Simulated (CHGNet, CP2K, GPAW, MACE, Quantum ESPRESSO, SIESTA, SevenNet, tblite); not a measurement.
# TiO2(110) slab (48 atoms) in CP2K

How do the settings of CP2K change the result for TiO2(110) slab (48 atoms)? A plane-wave run serves as the yardstick.

Calculated with CP2K 2026.2; the method is named at each step.

### 1. Set-up

The cell holds 48 atoms: 16 Ti and 32 O. Cell: a = 5.918 Å, b = 6.497 Å, c = 24.279 Å, α = 90.0°, β = 90.0°, γ = 90.0°. It derives from TiO2 (rutile). Rutile TiO2 (cell 4.594, 4.594, 2.959, 90, 90, 90), (110) slab of 4 repeat layers, 2 x 1 surface cells, 12 Å of vacuum; every coordinate displaced by a Gaussian of 0.02 Å. Then every atom was moved at random, 0.05 Å r.m.s. a Cartesian component. Vacuum lies along c.

The yardstick, on the same geometry:

| Quantity | Value |
| --- | --- |
| method | Kohn-Sham DFT, PBE, SSSP efficiency 1.3.0 pseudopotentials, plane waves (Quantum ESPRESSO 7.5); sssp-pbe-1.3.0-efficiency, cutoffs 60/480 Ry, Γ point |
| r.m.s. force component | 1.823 eV/Å |
| longest force | 9.495 eV/Å |
| time | 2.4 min on 4 MPI ranks of Arm Neoverse V1, shared host |
| CPU time | 9.6 min |

### 2. PBE, DZVP-MOLOPT-SR, 800/50 Ry, diagonalisation

Method: Kohn-Sham DFT, PBE, GTH-PBE pseudopotentials, Gaussian and plane waves, DZVP-MOLOPT-SR-GTH, diagonalisation.

input.inp reads:

```
&GLOBAL
  PROJECT cell
  RUN_TYPE ENERGY_FORCE
  PRINT_LEVEL LOW
&END GLOBAL
&FORCE_EVAL
  METHOD QS
  &DFT
    BASIS_SET_FILE_NAME BASIS_MOLOPT
    POTENTIAL_FILE_NAME GTH_POTENTIALS
    &MGRID
      CUTOFF 800
      REL_CUTOFF 50
      NGRIDS 5
    &END MGRID
    &QS
      EPS_DEFAULT 1.0E-12
    &END QS
    &SCF
      SCF_GUESS ATOMIC
      EPS_SCF 5.0E-06
      MAX_SCF 200
      ADDED_MOS 14
      &DIAGONALIZATION
        ALGORITHM STANDARD
      &END DIAGONALIZATION
      &SMEAR ON
        METHOD FERMI_DIRAC
        ELECTRONIC_TEMPERATURE [K] 580
      &END SMEAR
      &MIXING
        METHOD BROYDEN_MIXING
        ALPHA 0.2
        NBROYDEN 12
        BETA 0.05
      &END MIXING
      &PRINT
        &RESTART OFF
        &END RESTART
      &END PRINT
    &END SCF
    &XC
      &XC_FUNCTIONAL PBE
      &END XC_FUNCTIONAL
    &END XC
    &PRINT
      &MULLIKEN ON
      &END MULLIKEN
      &HIRSHFELD ON
        SHAPE_FUNCTION DENSITY
      &END HIRSHFELD
      &MO ON
        EIGENVALUES T
        OCCUPATION_NUMBERS T
        MO_INDEX_RANGE 181 204
        &EACH
          QS_SCF 0
        &END EACH
        ADD_LAST NUMERIC
      &END MO
    &END PRINT
  &END DFT
  &SUBSYS
    &CELL
      A 5.91800 0.00000 0.00000
      B 0.00000 6.49690 0.00000
      C 0.00000 0.00000 24.27914
    &END CELL
    &COORD
      SCALED
      Ti 0.00177 0.00025 0.29844
      Ti 0.24004 0.48481 0.30107
      O 0.00015 0.49873 0.24570
      O 0.00126 0.49386 0.35166
      O 0.25880 0.78559 0.29799
      O 0.24786 0.18464 0.29976
      Ti 0.99971 0.49295 0.42897
      Ti 0.26697 0.00042 0.43349
      O 0.00514 0.00689 0.37689
      O 0.00560 0.98923 0.48447
      O 0.24380 0.29256 0.43266
      O 0.25262 0.70329 0.43298
      Ti 0.01382 0.99018 0.56846
      Ti 0.25740 0.50066 0.57108
      O 0.99784 0.49646 0.51950
      O 0.99771 0.48100 0.61904
      O 0.24517 0.81943 0.56379
      O 0.25055 0.19705 0.57062
      Ti 0.97702 0.51304 0.69592
      Ti 0.24298 0.99109 0.69545
      O 0.99452 0.99876 0.65245
      O 0.99462 0.99245 0.75311
      O 0.24583 0.30803 0.70013
      O 0.25032 0.71924 0.70492
      Ti 0.50811 0.99869 0.30221
      Ti 0.75590 0.49062 0.30169
      O 0.47555 0.50322 0.24715
      O 0.49706 0.51118 0.35170
      O 0.75439 0.81470 0.30111
      O 0.74748 0.19007 0.29897
      Ti 0.50867 0.49995 0.43566
      Ti 0.75268 0.99848 0.43679
      O 0.50462 0.01338 0.37967
      O 0.51908 0.98598 0.48419
      O 0.75193 0.30373 0.43407
      O 0.74623 0.68253 0.43256
      Ti 0.50052 0.00845 0.56865
      Ti 0.74651 0.50119 0.56879
      O 0.48341 0.48646 0.51564
      O 0.48823 0.50758 0.62042
      O 0.74961 0.80353 0.56643
      O 0.75546 0.20616 0.56613
      Ti 0.48152 0.50392 0.69873
      Ti 0.76814 0.00180 0.69736
      O 0.50156 0.99890 0.64285
      O 0.49984 0.00701 0.75359
      O 0.74647 0.30574 0.70116
      O 0.75437 0.69691 0.70335
    &END COORD
    &KIND Ti
      BASIS_SET DZVP-MOLOPT-SR-GTH-q12
      POTENTIAL GTH-PBE-q12
    &END KIND
    &KIND O
      BASIS_SET DZVP-MOLOPT-SR-GTH-q6
      POTENTIAL GTH-PBE-q6
    &END KIND
  &END SUBSYS
  &PRINT
    &FORCES ON
    &END FORCES
  &END PRINT
&END FORCE_EVAL
```

Run with:

```
> OMP_NUM_THREADS=1 mpirun -np 4 cp2k.psmp -i input.inp > output.txt
```

Numbers of over 12 decimals in the logs are rounded to 6 here.

What it wrote:

```text
CP2K| version string:                                       CP2K version 2026.2
 CP2K| Input file name                                                 input.inp
 GLOBAL| Basis set file name                                        BASIS_MOLOPT
 GLOBAL| Potential file name                                      GTH_POTENTIALS
 GLOBAL| Run type                                                   ENERGY_FORCE
 GLOBAL| Total number of message passing processes                             4
 GLOBAL| Number of threads for this process                                    1
 TOTAL NUMBERS AND MAXIMUM NUMBERS
  Total number of            - Atomic kinds:                                   2
                             - Atoms:                                         48
                             - Shell sets:                                    48
                             - Shells:                                       288
                             - Primitive Cartesian functions:                256
                             - Cartesian basis functions:                    944
                             - Spherical basis functions:                    832
  Maximum angular momentum of- Orbital basis functions:                        3
                             - Local part of the GTH pseudopotential:          2
                             - Non-local part of the GTH pseudopotential:      3
 SCF PARAMETERS         Density guess:                                    ATOMIC
                        max_scf:                                             200
                        eps_scf:                                        5.00E-06
                        added MOs                                        14    0
                        Mixing method:                            BROYDEN_MIXING
                                                charge density mixing in g-space
                        Smear method:                                FERMI_DIRAC
                        Electronic temperature [K]:                        580.0
                        Electronic temperature [a.u.]:                  1.84E-03
                        Accuracy threshold:                             1.00E-10
 Extrapolation method: initial_guess
 Number of electrons:                                                        384
 Number of occupied orbitals:                                                192
 Number of molecular orbitals:                                               206
 Number of orbital functions:                                                832
 Number of independent orbital functions:                                    832
 SCF WAVEFUNCTION OPTIMIZATION
  Step     Update method      Time    Convergence         Total energy    Change
     1 NoMix/Diag. 0.20E+00    2.8     2.01955355     -1449.9916254863 -1.45E+03
 *** the last MO => Add more MOs for proper smearing.                   ***
     2 Broy./Diag. 0.20E+00    3.5     0.57772824     -1416.1799760533  3.38E+01
 *** the last MO => Add more MOs for proper smearing.                   ***
     3 Broy./Diag. 0.20E+00    3.6     1.02731653     -1437.7701462129 -2.16E+01
 *** the last MO => Add more MOs for proper smearing.                   ***
     4 Broy./Diag. 0.20E+00    3.6     1.44506704     -1441.1949970879 -3.42E+00
[...]
*** the last MO => Add more MOs for proper smearing.                   ***
    40 Broy./Diag. 0.20E+00    3.7     0.00001915     -1446.6750102841  2.17E-04
 *** the last MO => Add more MOs for proper smearing.                   ***
    41 Broy./Diag. 0.20E+00    3.8     0.00000415     -1446.6750801572 -6.99E-05
  *** SCF run converged in    41 steps ***
  Electronic density on regular grids:       -384.0000000000        0.0000000000
  Core density on regular grids:              383.9999999999       -0.0000000001
  Total charge density on r-space grids:       -0.0000000001
  Total charge density g-space grids:          -0.0000000001
  Overlap energy of the core charge distribution:               2.325e-11
  Self energy of the core charge distribution:              -3039.223890
  Core Hamiltonian energy:                                    811.836283
  Hartree energy:                                            1010.724913
  Exchange-correlation energy:                               -230.010708
  Electronic entropic energy:                                  -0.00167784
  Fermi energy:                                                 0.057081
  Total energy:                                             -1446.675080
  Total energy (extrapolated to T->0):                      -1446.674241
 MO| EIGENVALUES AND OCCUPATION NUMBERS
 MO|
 MO|  Index      Eigenvalue [a.u.]        Eigenvalue [eV]             Occupation
 MO|    181              -0.008407              -0.228777               2.000000
 MO|    182              -0.001364              -0.037107               2.000000
 MO|    183               0.006079               0.165430               2.000000
[...]
MO|    203               0.090729               2.468861               0.000000
 MO|    204               0.092357               2.513167               0.000000
 MO| Sum:                                                             384.000000
 MO| E(Fermi):            0.057081 a.u.          1.553256 eV
 !-----------------------------------------------------------------------------!
                     Mulliken Population Analysis
 #  Atom  Element  Kind  Atomic population                           Net charge
       1     Ti       1         10.790233                              1.209767
       2     Ti       1         11.023528                              0.976472
       3     O        2          6.488493                             -0.488493
[...]
47     O        2          6.599547                             -0.599547
      48     O        2          6.581700                             -0.581700
 # Total charge                            384.000000                 -0.000000
 !-----------------------------------------------------------------------------!
 !-----------------------------------------------------------------------------!
                           Hirshfeld Charges
  #Atom  Element  Kind  Ref Charge     Population                    Net charge
      1       Ti     1      12.000         11.306                         0.694
      2       Ti     1      12.000         11.498                         0.502
      3       O      2       6.000          6.332                        -0.332
[...]
47       O      2       6.000          6.281                        -0.281
     48       O      2       6.000          6.288                        -0.288
  Total Charge                                                           -0.000
 !-----------------------------------------------------------------------------!
 ENERGY| Total FORCE_EVAL ( QS ) energy [hartree]          -1446.675150
 FORCES| Atomic forces [hartree/bohr]
 FORCES|   Atom     x               y               z               |f|
 FORCES|      1  2.40978634E-02 -2.31413614E-02  5.75693637E-02   6.65617102E-02
 FORCES|      2  4.60741614E-02  1.09050584E-02 -1.17918185E-01   1.27068671E-01
 FORCES|      3 -2.28630221E-02 -1.78678486E-03  5.07487507E-02   5.56897304E-02
[...]
FORCES|     47  1.38095302E-03  4.79853948E-02  3.50193189E-03   4.81328232E-02
 FORCES|     48 -8.26258776E-03 -8.81200617E-03  1.49710257E-03   1.21722276E-02
 FORCES| Sum     1.79882548E-04  2.40036861E-04  1.03808124E-03
 FORCES| Total atomic force                                       1.08054990E-03
```

Run time: 2.7 min. Hardware: 4 MPI ranks of Arm Neoverse V1, shared host; peak memory 5.6 GiB.

Banners, paths, timers and routine set-up lines are dropped from the logs unmarked, and long logs keep their key lines alone; longer cuts are marked.

Numbers from this run, and their distance from the reference:

* r.m.s. force component: 1.848 eV/Å
* r.m.s. difference of force components: 32.32 meV/Å
* longest difference of force vectors: 149.9 meV/Å
* force difference over r.m.s. force: 1.773 %
* slope of forces against the reference's: 1.014
* correlation of force components: 0.9999

Length of the force difference by element (eV/Å):

```csv
element,atoms,mean,most
O,32,0.039,0.15
Ti,16,0.065,0.12
```

The surroundings of Ti44, which bears the longest force, nearest first, numbered as they follow in the input and with coordinates relative to it.

```csv
atom,x,y,z,distance (Å),bonds,Hirshfeld charge (e),Fx,Fy,Fz (eV/Å)
Ti44,0.00,0.00,0.00,0.00,6,0.51,-3.77,0.25,8.84
O21,1.34,-0.02,-1.09,1.73,3,-0.30,1.17,0.12,-7.18
O22,1.34,-0.06,1.35,1.91,2,-0.30,-0.33,0.48,-2.63
O47,-0.13,1.97,0.09,1.98,3,-0.28,0.07,2.47,0.18
O48,-0.08,-1.98,0.15,1.99,3,-0.29,-0.42,-0.45,0.08
O45,-1.58,-0.02,-1.32,2.06,3,-0.30,0.01,-0.24,-0.19
O46,-1.59,0.03,1.37,2.09,2,-0.36,-0.20,0.10,-3.00
Ti20,2.81,-0.07,-0.05,2.81,6,0.52,2.86,2.11,7.00
Ti20,-3.11,-0.07,-0.05,3.11,6,0.52,2.86,2.11,7.00
```

Forces lie 1.8 % from the reference's, at 1.1 times its CPU time.

### 3. PBE, SZV-MOLOPT-SR, 800/50 Ry, diagonalisation

Method: Kohn-Sham DFT, PBE, GTH-PBE pseudopotentials, Gaussian and plane waves, SZV-MOLOPT-SR-GTH, diagonalisation.

Changes to input.inp since step 2:

```diff
@@ -68,8 +68,8 @@
     &END CELL
-    &COORD
-      SCALED
-[... 48 atom lines left out: the same atoms as in the first run ...]
-    &END COORD
+    &TOPOLOGY
+      COORD_FILE_NAME structure.xyz
+      COORD_FILE_FORMAT XYZ
+    &END TOPOLOGY
     &KIND Ti
-      BASIS_SET DZVP-MOLOPT-SR-GTH-q12
+      BASIS_SET SZV-MOLOPT-SR-GTH-q12
       POTENTIAL GTH-PBE-q12
@@ -77,3 +77,3 @@
     &KIND O
-      BASIS_SET DZVP-MOLOPT-SR-GTH-q6
+      BASIS_SET SZV-MOLOPT-SR-GTH-q6
       POTENTIAL GTH-PBE-q6
```

structure.xyz reads:

```xyz
48

Ti 0.01047 0.00162 7.24587
Ti 1.42056 3.14976 7.30972
O 0.00089 3.24020 5.96538
O 0.00746 3.20856 8.53800
O 1.53158 5.10390 7.23494
O 1.46684 1.19959 7.27792
Ti 5.91628 3.20265 10.41502
Ti 1.57993 0.00273 10.52476
O 0.03042 0.04476 9.15057
O 0.03314 6.42693 11.76251
O 1.44281 1.90073 10.50461
O 1.49501 4.56920 10.51238
Ti 0.08179 6.43310 13.80172
Ti 1.52329 3.25274 13.86533
O 5.90522 3.22545 12.61301
O 5.90445 3.12501 15.02976
O 1.45092 5.32375 13.68834
O 1.48275 1.28021 13.85416
Ti 5.78200 3.33317 16.89634
Ti 1.43796 6.43901 16.88493
[... 24 atom lines left out ...]
O 2.96823 6.48975 15.60785
O 2.95805 0.04554 18.29652
O 4.41761 1.98636 17.02356
O 4.46436 4.52775 17.07673
```

Run with:

```
> OMP_NUM_THREADS=2 cp2k.psmp -i input.inp > output.txt
```

What it wrote:

```text
CP2K| version string:                                       CP2K version 2026.2
 CP2K| Input file name                                                 input.inp
 GLOBAL| Basis set file name                                        BASIS_MOLOPT
 GLOBAL| Potential file name                                      GTH_POTENTIALS
 GLOBAL| Run type                                                   ENERGY_FORCE
 GLOBAL| Total number of message passing processes                             1
 GLOBAL| Number of threads for this process                                    2
[... lines left out ...]
                        Smear method:                                FERMI_DIRAC
[... lines left out ...]
 Number of electrons:                                                        384
[... lines left out ...]
  Step     Update method      Time    Convergence         Total energy    Change
[... lines left out ...]
  *** SCF run converged in    35 steps ***
[... lines left out ...]
  Fermi energy:                                                 0.093329
  Total energy:                                             -1445.132578
  Total energy (extrapolated to T->0):                      -1445.131014
[... lines left out ...]
 MO| E(Fermi):            0.093329 a.u.          2.539618 eV
[... lines left out ...]
                           Hirshfeld Charges
  #Atom  Element  Kind  Ref Charge     Population                    Net charge
      1       Ti     1      12.000         11.315                         0.685
      2       Ti     1      12.000         11.460                         0.540
      3       O      2       6.000          6.321                        -0.321
[...]
47       O      2       6.000          6.291                        -0.291
     48       O      2       6.000          6.307                        -0.307
  Total Charge                                                           -0.000
 !-----------------------------------------------------------------------------!
 ENERGY| Total FORCE_EVAL ( QS ) energy [hartree]          -1445.132575
 FORCES| Atomic forces [hartree/bohr]
 FORCES|   Atom     x               y               z               |f|
 FORCES|      1  3.17649951E-02 -1.92961246E-02  6.34761039E-02   7.35565844E-02
 FORCES|      2  4.14588386E-02  3.33072636E-03 -1.19533352E-01   1.26562835E-01
 FORCES|      3 -2.49135845E-02  1.56218298E-03  4.27341842E-02   4.94907830E-02
[...]
FORCES|     47  3.37084157E-03  3.62382682E-02  5.37715184E-03   3.67897869E-02
 FORCES|     48 -2.19132893E-03  1.02625651E-02  2.36788788E-03   1.07577441E-02
 FORCES| Sum     3.36411053E-04  4.60147210E-04  1.40544406E-03
 FORCES| Total atomic force                                       1.51663472E-03
```

Wall time 3.3 min (2 threads); peak memory 4.5 GiB.

Numbers from this run, and their distance from the reference:

- r.m.s. force component: 1.978 eV/Å
- r.m.s. difference of force components: 405.4 meV/Å
- longest difference of force vectors: 1306 meV/Å
- force difference over r.m.s. force: 22.24 %
- slope of forces against the reference's: 1.064
- correlation of force components: 0.9806

This is a coarse setting, run to see what it loses.

Against the first run (1.8 %), the force difference from the reference is 22 %, at 0.52 times the CPU time (on 2 against 4 cores), with 288 basis functions against 832: the smaller basis costs accuracy.

(Part 1 of 3 ends here.)

[Also dropped from logs without a mark: logging warnings of Python, and SIESTA's first energy breakdown and zero terms.]

[Logs are printed without paths, hosts, clocks, repeated set-up lines and the standing remarks that a program may print on its own settings, such as how far it seeks lower states.]

[Hosts, paths, dates, database ids (printed as entryN), source tags and the programs' standing remarks are cut or masked in the printed files.]
